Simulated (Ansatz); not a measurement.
# How TiPt3 absorbs and reflects light

What colour and refractive index does TiPt3 have at this level of theory? The cell comes from an older database entry, whose edges can differ from later determinations, mostly by under a per cent.

Calculated with Ansatz 0.2.0; DFT, LDA, plane-wave PAW, default files, scalar-relativistic, independent-particle optical response without local fields.

The database entry behind the starting cell is an old determination (1943), so it need not match the best structure at ambient conditions.

## 1. Set-up

The structure is cubic, space group Pm-3m (No. 221). Conventional cell: a = 3.897 Å, b = 3.897 Å, c = 3.897 Å, α = 90.00°, β = 90.00°, γ = 90.00°. Nearest to Pt lie 8 Pt at 2.76 Å and 4 Ti at 2.76 Å. Ti has 12 Pt at 2.76 Å nearest. Farther neighbours are not listed.

As a file:

```cif
data_structure
_symmetry_space_group_name_H-M 'Pm-3m'
_symmetry_Int_Tables_number 221
_cell_length_a 3.8970
_cell_length_b 3.8970
_cell_length_c 3.8970
_cell_angle_alpha 90.000
_cell_angle_beta 90.000
_cell_angle_gamma 90.000
_cell_volume 59.18
loop_
_atom_site_label
_atom_site_type_symbol
_atom_site_symmetry_multiplicity
_atom_site_Wyckoff_symbol
_atom_site_fract_x
_atom_site_fract_y
_atom_site_fract_z
_atom_site_occupancy
Pt1 Pt 3 c 0.50000 0.50000 0.00000 1
Ti1 Ti 1 a 0.00000 0.00000 0.00000 1
```

## 2. Ground state and bands

First the ground state: is it a metal or has it a gap?

This step: DFT, LDA, plane-wave PAW, default files, scalar-relativistic, ground state (Ansatz 0.2.0).

Input file input.yaml:

```yaml
crystal:
  lattice:
    - [3.897, 0.0, 0.0]
    - [0.0, 3.897, 0.0]
    - [0.0, 0.0, 3.897]
  atoms:
    - { symbol: Pt, position: [0.5, 0.5, 0.0] }
    - { symbol: Pt, position: [0.5, 0.0, 0.5] }
    - { symbol: Pt, position: [0.0, 0.5, 0.5] }
    - { symbol: Ti, position: [0.0, 0.0, 0.0] }
kpoints:
  mp_grid: { grid: [6, 6, 6] }
  band_path:
    path:
      - [[0.0, 0.0, 0.0], [0.0, 0.5, 0.0], [0.5, 0.5, 0.0], [0.0, 0.0, 0.0], [0.5, 0.5, 0.5], [0.0, 0.5, 0.0]]
      - [[0.5, 0.5, 0.0], [0.5, 0.5, 0.5]]
    npoints: 8
scf:
  occupations: { method: fermi_dirac, width: 0.05 }
  n_extra_bands: 8
hamiltonian:
  xc: lda
  pseudopotentials: { kind: paw }
output:
  forces: true
  stress: true
  populations: true
  write_bands: true
```

On the command line:

```sh
$ ansatz run input.yaml --threads 4 --pin off --max-ram 8192MiB --backend cpu --events-out ev --progress --plain --runs-dir out
```

Numbers of over 12 decimals in the logs are rounded to 6 here.

The log of the run:

```text
scf.n_extra_bands = 8 over 33 filled bands (N_el = 66.0): the run solves 41 bands
Engine: ansatz 0.2.0, x86_64-unknown-linux-gnu
Pseudopotentials: kind: paw
Pseudopotential: Pt, paw, valence charge 18, recommended cutoff 420 eV (normal), Pt.paw.azcp
Pseudopotential: Ti, paw, valence charge 12, recommended cutoff 420 eV (normal), Ti.paw.azcp
Functional definition: SPW92
  exchange = slater_x
  correlation = pw_c
Crystal: 4 atoms, lattice volume = 59.182 Å³
Basis set: ecut = 420 eV, 1189 PW (Γ)
Bands: 41, of which v1, the nominal top of the filled ones, is band 33 counted from 1 (32 counted from 0)
Symmetry: 48 space group operations
Space group: Pm-3m (ITA 221), of the structure as read, at distance tolerance 3.9e-5 Å
k-points: 20 of 216
Non-local potential: Pt, projectors of the file, l = 0: 3, l = 1: 2, l = 2: 2, l = 3: 1
Non-local potential: Ti, projectors of the file, l = 0: 3, l = 1: 2, l = 2: 3, l = 3: 1
PAW form: soft (Blöchl's): semilocal exchange-correlation on the pseudo side does not see the compensation charge
PAW frozen core: Pt, regenerated for the run's functional, and the local potential with it (the file was generated under x = pbe(κ = 0.804, μ = 0.219515), c = pbe(β = 0.066725))
PAW frozen core: Ti, regenerated for the run's functional, and the local potential with it (the file was generated under x = pbe(κ = 0.804, μ = 0.219515), c = pbe(β = 0.066725))
PAW one-centre angular grid: Pt, 590 points (default); XC on 64 Gauss nodes
PAW one-centre angular grid: Ti, 590 points (default); XC on 64 Gauss nodes
Initial density: superposition of atomic densities (neutral atoms: chi_scale 0, normalization atom), corrected by the library's trained network
Initial wavefunctions: pseudopotential atomic-orbital guess
Functional: x = slater, c = lda
SCF iter   1: F=—  HF=-39188.866399 eV  |F-HF|=—  |Δ(HF+E_count)|=         —  Δρ=1.52e-2  dr2=1.66e-1  ethr=1.77e-3  ⟨swp⟩=5.8  Hψ=2734  notcnv=0
preconditioner: auto → Resta (q_TF=auto, 2.778 Å⁻¹)  ε∞=18.2  [insulator: Δε(μ)=0.201 eV  Ē_g=6.788 eV  σ=0.050 eV  W_gap=0.58  n_scr=18 (ndim 8)  ℏωp=28.1 eV  f_vac=0.000  D(μ)=1.04/eV (n_scr^D=6)  ε∞_Penn≈18.2]
SCF iter   2: F=—  HF=-39188.855079 eV  |F-HF|=—  |Δ(HF+E_count)|=   1.13e-2  Δρ=8.12e-3  dr2=5.09e-2  ethr=2.52e-4  ⟨swp⟩=2.0  Hψ=1113  notcnv=0  defer=3
preconditioner: auto → Kerker (q_TF=auto, 2.778 Å⁻¹)  [metal: Δε(μ)=0.139 eV  Ē_g=6.747 eV  σ=0.050 eV  W_gap=0.47  n_scr=18 (ndim 8)  ℏωp=28.1 eV  f_vac=0.000  D(μ)=1.23/eV (n_scr^D=6)]
SCF iter   3: F=—  HF=-39188.849608 eV  |F-HF|=—  |Δ(HF+E_count)|=   5.47e-3  Δρ=7.86e-4  dr2=2.05e-4  ethr=7.71e-5  ⟨swp⟩=2.0  Hψ=952  notcnv=0  defer=3
SCF iter   4: F=—  HF=-39188.849636 eV  |F-HF|=—  |Δ(HF+E_count)|=   2.72e-5  Δρ=2.31e-4  dr2=5.18e-5  ethr=3.11e-7  ⟨swp⟩=2.0  Hψ=1223  notcnv=0  defer=3
SCF iter   5: F=—  HF=-39188.849626 eV  |F-HF|=—  |Δ(HF+E_count)|=   9.36e-6  Δρ=6.19e-5  dr2=3.52e-6  ethr=7.84e-8  ⟨swp⟩=1.0  Hψ=817  notcnv=0  defer=3
SCF iter   6: F=-39188.849626 eV  HF=-39188.849626 eV  |F-HF|=2.52e-8  |Δ(HF+E_count)|=   3.47e-7  Δρ=1.00e-5  dr2=6.50e-8  ethr=1.52e-10  ⟨swp⟩=3.6  Hψ=2856  notcnv=0
SCF 1 converged in 6 iterations: F = -39188.849626 eV  dr2 = 6.50e-8
  greatest PAW one-centre occupation: 1.000 electrons in one spin orbital (limit 2), on the Pt atom at site 1 (counted from 0), in its partial waves of l = 0
NSCF: frozen V_eff on 50 k-points
SCF converged after 6 iterations
Free energy (F): -39188.849626 eV
Harris-Foulkes:  -39188.849626 eV  (|F-HF|=2.52e-8)
Internal energy: -39188.835233 eV  (E = F + TS)
E sigma→0 (E₀):  -39188.842429 eV
Entropy (-TS):   -0.014393 eV (-3.598 meV/atom)
Fermi energy:    22.258978 eV
--- Per-component energies (eV) ---
  E_band       = -550.089901
  E_kinetic    = 2190.886888
  E_local      = -5240.625148  (includes V_loc(G=0)·N_el)
  E_nonlocal   = 627.551423
  E_hartree    = 1980.985013
  E_xc         = -881.911172
  E_vxc        = -1035.159980  (∫ρ·V_xc dr)
  E_paw        = -28530.406987  (= ΣΔE_a)
  E_vpaw       = -1054.709765  (= ΣTr[D̂ρ^β])
  E_aug_tail   = 0.000590  (compensation charges beyond the density's cutoff)
  E_ewald      = -9337.033399
  E_core_change = 1.717559  (= ΣΔE_core)
  E_smearing   = -0.014393  (= −TS)
  E_closure    = 0.000000  (closes the sum)
  Σ components = -39188.849626   (vs F -39188.849626, Δ=0.00e0)
--- Forces (eV/Å), atoms counted from 1 ---
  atom   1  Pt     0.00000000    -0.00000000     0.00000000
  atom   2  Pt    -0.00000000    -0.00000000     0.00000000
  atom   3  Pt     0.00000000     0.00000000     0.00000000
  atom   4  Ti     0.00000000     0.00000000    -0.00000000
  max |Σ_I F_I| component: 6.00e-29 eV/Å
--- Stress (GPa, compression-positive) ---
       -5.079601       0.000000       0.000000
       -0.000000      -5.079601       0.000000
        0.000000       0.000000      -5.079601
  P = ⅓ Tr σ = -5.0796 GPa (-50.796 kbar)
--- Band table (eV; the first three rows and the last of 20) ---
  k-point 0: bands = [... 29 lower, 22.2712, 22.2712, 22.2712, 23.6123, 23.6123, 23.8185, 23.8185, 23.8185, ... 4 higher]
  k-point 1: bands = [... 29 lower, 21.0029, 21.3808, 22.1499, 22.2721, 23.2711, 23.2711, 23.4458, 23.5359, ... 4 higher]
  k-point 2: bands = [... 29 lower, 19.8970, 20.3027, 20.8268, 22.2740, 22.4477, 22.4477, 22.9651, 23.1305, ... 4 higher]
  k-point 19: bands = [... 29 lower, 21.5680, 21.5680, 21.5680, 21.7799, 21.7799, 21.7799, 23.4328, 23.4328, ... 4 higher]
--- Löwdin populations: 4 sites ---
  site symbol       q [e]
     0     Pt     17.8808
     1     Pt     17.8808
     2     Pt     17.8808
     3     Ti     11.7277
  spilling = 0.009542 (of n_electrons = 66.000000)
```

Run time: 3.8 s. Hardware: 4 threads of Intel Xeon at 2.50GHz (Skylake/Cascade Lake), shared host; peak memory 0.41 GiB; 11 s of CPU time.

Numbers from this step:

| Quantity | Value |
| --- | --- |
| free energy | -39188.8496 eV |
| Fermi energy | 22.26 eV |
| electrons | 66 |
| symmetry operations | 48 |
| pressure | -5.080 GPa |
| volume | 59.18 Å³ |
| gap on the path | 0 eV |

There are states at the Fermi level within the smearing, so the occupations stay smeared and the carriers get a Drude term. The cell is left with a pressure of -5.1 GPa, as it stands unrelaxed at this level.

Electronic bands along the path, in eV, zero at the Fermi level; # counts the bands kept:

```
    point    #14    #15    #16    #17    #18    #19   #20   #21
        Γ   0.01   0.01   0.01   1.35   1.35   1.56  1.56  1.56
  halfway  -1.67  -1.31  -1.25   0.01   0.60   0.60  1.00  1.03
        X  -2.71  -2.64  -1.40  -0.25  -0.25   0.02  0.40  0.72
  halfway  -2.57  -2.29  -1.96  -1.37   0.18   0.43  0.59  0.91
        M  -3.16  -2.50  -2.33  -2.31   0.17   0.17  0.30  1.47
  halfway  -2.39  -1.71  -1.16  -0.88   0.46   0.66  0.75  1.21
        Γ   0.01   0.01   0.01   1.35   1.35   1.56  1.56  1.56
  halfway  -2.36  -2.36  -1.53  -0.34   0.21   0.21  1.16  1.16
        R  -0.69  -0.69  -0.69  -0.48  -0.48  -0.48  1.17  1.17
  halfway  -2.85  -2.84  -1.79  -0.75   0.37   0.61  0.62  0.82
        X  -2.71  -2.64  -1.40  -0.25  -0.25   0.02  0.40  0.72
jump to M  -3.16  -2.50  -2.33  -2.31   0.17   0.17  0.30  1.47
  halfway  -2.73  -2.73  -1.90  -1.19   0.59   0.59  0.95  1.19
        R  -0.69  -0.69  -0.69  -0.48  -0.48  -0.48  1.17  1.17
```

## 3. Spectrum

With the density converged, the vertical transitions are summed over the zone.

This step: DFT, LDA, plane-wave PAW, default files, scalar-relativistic, independent-particle optical response without local fields (Ansatz 0.2.0).

input.yaml, the sections that differ from step 2:

```yaml
kpoints:
  mp_grid: { grid: [8, 8, 8] }
scf:
  occupations: { method: fermi_dirac, width: 0.05 }
output:
  optics:
    e_range: [0, 14]
    de: 0.05
    sigma: 0.1
    drude_damping: 0.05
    nscf_kmesh: { grid: [10, 10, 10] }
    bands: { spectra_wanted_up_to: 14 }
# crystal, hamiltonian: as in step 2
```

The log of the run:

```text
[...]
Crystal: 4 atoms, lattice volume = 59.182 Å³
Basis set: ecut = 420 eV, 1189 PW (Γ)
Bands: 40, of which v1, the nominal top of the filled ones, is band 33 counted from 1 (32 counted from 0)
[... 1 set-up line as in the run before ...]
[...]
k-points: 35 of 512
[...]
SCF iter   1: F=—  HF=-39188.868683 eV  |F-HF|=—  |Δ(HF+E_count)|=         —  Δρ=1.56e-2  dr2=1.72e-1  ethr=1.77e-3  ⟨swp⟩=5.5  Hψ=4551  notcnv=0
[...]
SCF iter   9: F=-39188.852811 eV  HF=-39188.852811 eV  |F-HF|=0.00e0  |Δ(HF+E_count)|=  7.28e-11  Δρ=9.30e-8  dr2=6.53e-12  ethr=1.00e-12  ⟨swp⟩=2.1  Hψ=3583  notcnv=0
SCF 1 converged in 9 iterations: F = -39188.852811 eV  dr2 = 6.53e-12
[...]
NSCF: frozen V_eff on 56 k-points
output.optics: what the bands over the 62 summed would add to eps1, eps2 and the energy-loss function is held between a lower and an upper bound (7 Lanczos steps). eps1, eps2 and their loss function (loss_summed_bands) are given on every row as the summed bands alone make them. Along an axis, on a row where the two bounds hold the loss function to about 1 % of the greater of itself and 0.5 % of |1/eps|, its cell (loss_completed) is given, with the completed eps1 and eps2 that it is formed of (a cell that is left empty reads nan in the table and null in the record). The two bounds hold it so along every axis on all 280 rows up to 14.000 eV. [rest of the remark cut]
SCF converged after 9 iterations
Free energy (F): -39188.852811 eV
[...]
Internal energy: -39188.837860 eV  (E = F + TS)
E sigma→0 (E₀):  -39188.845335 eV
Entropy (-TS):   -0.014951 eV (-3.738 meV/atom)
Fermi energy:    22.254260 eV
[...]
--- Band table (eV; the first three rows and the last of 35) ---
  k-point 0: bands = [... 29 lower, 22.2800, 22.2800, 22.2800, 23.6249, 23.6249, 23.8193, 23.8193, 23.8193, ... 3 higher]
  k-point 1: bands = [... 29 lower, 21.4371, 21.5334, 22.2805, 22.7130, 23.4612, 23.4612, 23.5266, 23.6601, ... 3 higher]
  k-point 2: bands = [... 29 lower, 20.5981, 20.9547, 21.0132, 22.2819, 22.8702, 22.8702, 23.2685, 23.2974, ... 3 higher]
  k-point 34: bands = [... 29 lower, 21.5683, 21.5683, 21.5683, 21.7873, 21.7873, 21.7873, 23.4448, 23.4448, ... 3 higher]
```

The job ended after 2.1 min (4 threads; peak memory 1.2 GiB; 7.6 min of CPU time).

This step gave:

```
main peak of the optical conductivity above 1 eV, first axis : 2.686 eV
Drude plasma energy, first axis                              : 2.671 eV
bands summed                                                 : 62
spectra valid up to                                          : 25.19 eV
program's estimate of the k-sum error in Im epsilon          : 0.07 %
electrons in the f-sum                                       : 41.46
```

The Im ε, any direction has structure finer than the step of the table below, so its rows give means over 0.5 eV, whole bins alone (the curve runs from 0.3 to 14 eV). Peaks (eV: height): 0.85: 45.6, 1.90: 45.4, 2.65: 53.6.

Table of Im ε, any direction by photon energy; means over each step:

```csv
photon energy (eV),"Im ε, any direction"
1.0,36.9
1.5,31.8
2.0,42.1
2.5,47.8
3.0,31.4
3.5,20.1
4.0,12.6
4.5,8.91
5.0,7.37
5.5,6.41
6.0,5.33
6.5,5.16
7.0,4.91
7.5,4.59
8.0,4.70
8.5,4.22
9.0,3.98
9.5,3.94
10.0,3.13
10.5,2.68
11.0,2.36
11.5,2.47
12.0,2.32
12.5,2.39
13.0,2.29
13.5,2.24
```

Table of Re ε, any direction by photon energy:

```csv
photon energy (eV),"Re ε, any direction"
0.5,29.8
1.0,20.8
1.5,28.4
2.0,16.1
2.5,10.1
3.0,-15.3
3.5,-11.6
4.0,-10.3
4.5,-6.99
5.0,-5.31
5.5,-3.64
6.0,-2.37
6.5,-1.33
7.0,-1.37
7.5,-0.951
8.0,-0.468
8.5,-0.920
9.0,-0.582
9.5,-0.957
10.0,-0.995
10.5,-0.529
11.0,-0.220
11.5,0.272
12.0,0.241
12.5,0.507
13.0,0.427
13.5,0.571
14.0,0.625
```

Reflectivity at normal incidence, any direction against photon energy; read off at these points:

| photon energy (eV) | reflectivity at normal incidence, any direction (%) |
| --- | --- |
| 0.50 | 56.1 |
| 0.80 | 62.1 |
| 1.00 | 58.3 |
| 1.50 | 56.0 |
| 2.00 | 62.0 |
| 2.50 | 64.0 |
| 2.85 | 72.5 |
| 3.00 | 70.2 |
| 3.50 | 66.8 |
| 4.00 | 66.5 |
| 4.50 | 61.6 |
| 5.00 | 57.3 |
| 5.50 | 50.9 |
| 6.00 | 44.4 |
| 6.50 | 38.1 |
| 7.00 | 38.1 |
| 7.50 | 35.2 |
| 8.00 | 32.9 |
| 8.50 | 34.1 |
| 9.00 | 31.2 |
| 9.50 | 34.1 |
| 10.00 | 33.4 |
| 10.50 | 28.0 |
| 11.00 | 23.7 |
| 11.50 | 20.0 |
| 12.00 | 18.9 |
| 12.50 | 17.4 |
| 13.00 | 17.3 |
| 13.50 | 16.1 |
| 14.00 | 14.7 |

Values under 1 per cm are given as 1. The absorption coefficient, any direction by photon energy:

```csv
photon energy (eV),"absorption coefficient, any direction (1/cm)"
0.500,1.2e5
1.000,3.3e5
1.500,3.8e5
2.000,7.9e5
2.500,1.1e6
3.000,1.5e6
3.500,1.5e6
4.000,1.5e6
4.500,1.4e6
5.000,1.4e6
5.500,1.3e6
6.000,1.2e6
6.500,1.2e6
7.000,1.3e6
7.500,1.3e6
8.000,1.3e6
8.500,1.4e6
9.000,1.4e6
9.500,1.5e6
10.000,1.5e6
10.500,1.4e6
11.000,1.3e6
11.500,1.3e6
12.000,1.2e6
12.500,1.3e6
13.000,1.3e6
13.500,1.3e6
14.000,1.3e6
```

Table of loss function −Im 1/ε at q → 0, any direction by energy loss; read off at these points:

energy loss (eV), loss function −Im 1/ε at q → 0, any direction and a bar:
```
     0.50      0.017 
     1.00      0.021 
     1.50      0.018 
     2.00      0.020 
     2.50      0.020 
     3.00      0.027 #
     3.50      0.036 #
     4.00      0.048 ##
     4.50      0.070 ####
     5.00      0.090 #####
     5.50      0.120 #######
     6.00      0.159 ##########
     6.50      0.185 ############
     7.00      0.190 ############
     7.50      0.207 #############
     8.00      0.204 #############
     8.50      0.228 ###############
     9.00      0.250 #################
     9.50      0.237 ################
    10.00      0.290 ###################
    10.50      0.361 ########################
    11.00      0.425 #############################
    11.15      0.440 ##############################
    11.50      0.386 ##########################
    12.00      0.428 #############################
    12.10      0.432 #############################
    12.50      0.397 ###########################
    13.00      0.422 #############################
    13.50      0.414 ############################
    14.00      0.436 ##############################
```

Optical constants at common wavelengths, from n + ik = √ε:

```csv
wavelength (nm),n,k,R (%),1/α
1550,6.65,3.422,62.1,36 nm
800,6.02,2.517,56.7,25 nm
633,5.79,3.889,62.2,13 nm
532,5.50,3.967,62.1,11 nm
405,2.83,4.708,69.3,6.8 nm
365,2.59,4.190,66.0,6.9 nm
248,1.35,2.671,57.3,7.4 nm
```

In reflection the computed colour is faintly violet: x = 0.303, y = 0.313, luminous reflectivity 62 %.

## 4. Outcome

```yaml
gap_on_the_path: 0 eV
main_peak_of_the_optical_conductivity_above_1_ev_first_axis: 2.69 eV
drude_plasma_energy_first_axis: 2.67 eV
```

**Reading.** At this level (LDA, independent particles) TiPt3 is a metal with a Drude plasma energy of 2.7 eV; it reflects 61 % at 550 nm. Along x the bare Drude plasma energy is 2.7 eV; Re ε first rises through zero at 0.37 eV, far lower, because interband transitions screen the carriers. Im ε is 33 there, so the loss peak at that energy is weak. In reflection the computed colour is faintly violet: x = 0.303, y = 0.313, luminous reflectivity 62 %. In the base run ε includes the program's bounded estimate of what the bands above those summed add. The carriers' damping of 0.05 eV is typed, not computed; at 0.8 eV the carriers give 2 % of Im ε along the first axis; the rest comes from the sum over bands, which at low energy also holds close bands and the noise of the mesh. Spin-orbit coupling is left out although heavy atoms are present. The Fermi-Dirac width of 0.05 eV acts as an electron temperature of 580 K in the carriers' term.

[Logs are printed without paths, hosts, clocks, repeated set-up lines and the standing remarks that a program may print on its own settings, such as how far it seeks lower states.]

[Hosts, paths, dates, database ids (printed as entryN), source tags and the programs' standing remarks are cut or masked in the printed files.]
